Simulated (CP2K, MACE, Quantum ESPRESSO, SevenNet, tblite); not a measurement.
# Twisted 1T-PtSe2 bilayer, 21.79° (42 atoms): one interaction energy, many methods

Aim: the interaction energy between the parts of twisted 1T-PtSe2 bilayer, 21.79° (42 atoms) at a plane-wave level, and what other programs and methods make of it.

The results are calculated values.

**1. The structure**

The cell holds 42 atoms (14 Pt and 28 Se), with edges of 9.87, 9.87 and 22.44 Å. Recipe: 1T-PtSe2 (a = 3.73 Å) under 1T-PtSe2 (a = 3.73 Å), bilayer, commensurate cell of 7 unit cells a layer, twist 21.79 deg; facing planes 3.24 Å apart; 14 Å of vacuum; layers as built, displaced by a Gaussian of 0.01 Å. Regions: layer 1, 21 atoms; layer 2, 21 atoms.

**2. The reference input**

Quantum ESPRESSO 7.5: Kohn-Sham DFT, PBE+D3(BJ), SSSP efficiency 1.3.0 pseudopotentials, plane waves. Its input, pw.in, for the unchanged cell:

```
&control
  calculation = 'scf'
  pseudo_dir = './pseudo'
  outdir = './tmp'
  disk_io = 'none'
  tprnfor = .true.
/
&system
  ibrav = 0
  nat = 42
  ntyp = 2
  ecutwfc = 45
  ecutrho = 360
  nosym = .true.
  occupations = 'smearing'
  smearing = 'fd'
  degauss = 0.003675
  vdw_corr = 'dft-d3'
  dftd3_version = 4
  dftd3_threebody = .false.
/
&electrons
  conv_thr = 2.1e-07
  electron_maxstep = 100
  mixing_beta = 0.2
  mixing_mode = 'local-TF'
  diagonalization = 'david'
/
ATOMIC_SPECIES
Pt 195.084 Pt.upf
Se 78.971 Se.upf
CELL_PARAMETERS angstrom
9.86870 0.00000 0.00000
-4.93435 8.54654 0.00000
0.00000 0.00000 22.44000
ATOMIC_POSITIONS crystal
Pt 0.99959 0.00190 0.36970
Se 0.18899 0.23700 0.42821
Se 0.23926 0.04882 0.31270
Pt 0.14213 0.42873 0.36946
[... 36 atom lines left out ...]
Se 0.09690 0.47726 0.68821
Se 0.04733 0.23930 0.57243
K_POINTS gamma
```

```console
$ OMP_NUM_THREADS=1 pw.x -in pw.in > output.txt
```

Elapsed: 8.5 min, on 1 MPI rank of Arm Neoverse V2, shared host; peak memory 3.8 GiB.

It converged with an r.m.s. force component of 0.16 eV/Å.

**3. The levels**

Every level solves the same cells as single points, and levels with atom-centred bases add cells with ghost atoms. CPU time is summed over a level's finished runs, on a host shared with the other runs, so it is rough; the force column is the median over cells of the r.m.s. difference of force components from the reference.

```
                       level                      basis or training data  k-points  runs finished  CPU time  peak memory (GiB)  force difference (meV/Å)
              QE, PBE+D3(BJ)     plane waves, SSSP efficiency, 45/360 Ry         Γ         3 of 3    19 min                3.8                 reference
CP2K double zeta, PBE+D3(BJ)        DZVP-UZH, GTH-PBE potentials, 600 Ry         Γ         5 of 5    14 min                6.4                        99
             tblite GFN1-xTB  tight binding with its own dispersion term         Γ         3 of 3     2.7 s               0.11                       133
           MACE MP-0b2 small          trained on PBE(+U) plane-wave data         -         3 of 3      16 s               0.67                       125
                  SevenNet 0          trained on PBE(+U) plane-wave data         -         3 of 3      18 s                0.6                       147
```

The reference's own r.m.s. force component runs from 129 to 168 meV/Å over these cells.

**4. Interaction energy**

Whole cell less its two parts, each frozen at its place in the whole and solved in the same cell at the same level, so that each level's energy zero cancels. The face is 84.34 Å²; the nearest atoms of the two parts stand 3.24 Å apart. Counterpoise: each part solved again with the other's basis functions left in place, without its atoms.

```tsv
level	interaction (eV)	per area (meV/Å²)	with counterpoise (meV/Å²)	pairwise dispersion term (meV/Å²)	the rest (meV/Å²)	net force on the upper part, outwards (eV/Å)
QE, PBE+D3(BJ)	-2.005	-23.8	-	-26.7	3.0	-0.31
CP2K double zeta, PBE+D3(BJ)	-2.000	-23.7	-23.0	-26.6	2.9	-0.22
tblite GFN1-xTB	-2.248	-26.7	-	-	-	-1.68
MACE MP-0b2 small	0.011	0.1	-	-	-	0.53
SevenNet 0	-0.179	-2.1	-	-	-	-0.04
```

The rest is the uncorrected interaction less the dispersion term. Worked for the reference: -56775.9053 eV for the whole, less -28386.9395 and -28386.9609 eV for the parts, leaves -2.0049 eV; over 84.34 Å² that is -23.8 meV/Å², or -0.38 J/m².

**5. Gaps**

Highest filled to lowest empty Kohn-Sham level on the runs' k-points, in eV; a dash marks partly filled levels or a spacing under 0.15 eV.

```tsv
level	whole	lower part	upper part
QE, PBE+D3(BJ)	1.46	1.75	1.76
CP2K double zeta, PBE+D3(BJ)	1.48	1.82	1.83
```

**6. Findings**

With plane waves (PBE+D3(BJ)) the parts bind by 23.8 meV/Å² at this geometry: the dispersion term gives -26.7 and the rest 3.0 meV/Å². The reference's net force on the upper part is 0.31 eV/Å towards the lower one, so its minimum lies at another spacing. CP2K double zeta, PBE+D3(BJ) gives -23.7 meV/Å²; counterpoise takes 0.7 off the binding and leaves -23.0, both within 1 meV/Å² of the reference.

CP2K double zeta, PBE+D3(BJ) shares the reference's dispersion term within 1 meV/Å², so agreement with it tests only the rest. The net force on the upper part has the other sign in MACE MP-0b2 small. The learned potentials give 0.1 (MACE MP-0b2 small) and -2.1 (SevenNet 0) meV/Å². They carry no dispersion term, so the fair yardstick is the reference without it, 3.0 meV/Å². tblite GFN1-xTB gives -26.7 meV/Å², 1.1 times the reference. The gap of the whole cell runs from 1.46 to 1.48 eV over the DFT levels.

**Limits.** The parts are frozen, so their deformation isn't counted. Without counterpoise, atom-centred bases tend to overbind, since each part borrows the other's functions; counterpoise can overcorrect a small basis. The parts also feel their periodic images across the vacuum, and no dipole correction is made. No level relaxed the geometry, so these aren't equilibrium binding energies. The reference samples only Γ, in a cell whose shortest periodic width is 9 Å. Spin–orbit coupling is left out, which matters for the levels of the heavy elements. The reference isn't exact: its cutoffs and mesh weren't converged further here. The learned potentials mimic data converged in k, so the sampling error of the reference's coarse mesh counts against them here, while programs on the same mesh share it. Where levels are smeared, the DFT runs use Fermi–Dirac occupations at 580 K (0.05 eV), and energies are free energies.

[Logs are printed without paths, hosts, clocks, repeated set-up lines and the standing remarks that a program may print on its own settings, such as how far it seeks lower states.]

[Hosts, paths, dates, database ids (printed as entryN), source tags and the programs' standing remarks are cut or masked in the printed files.]
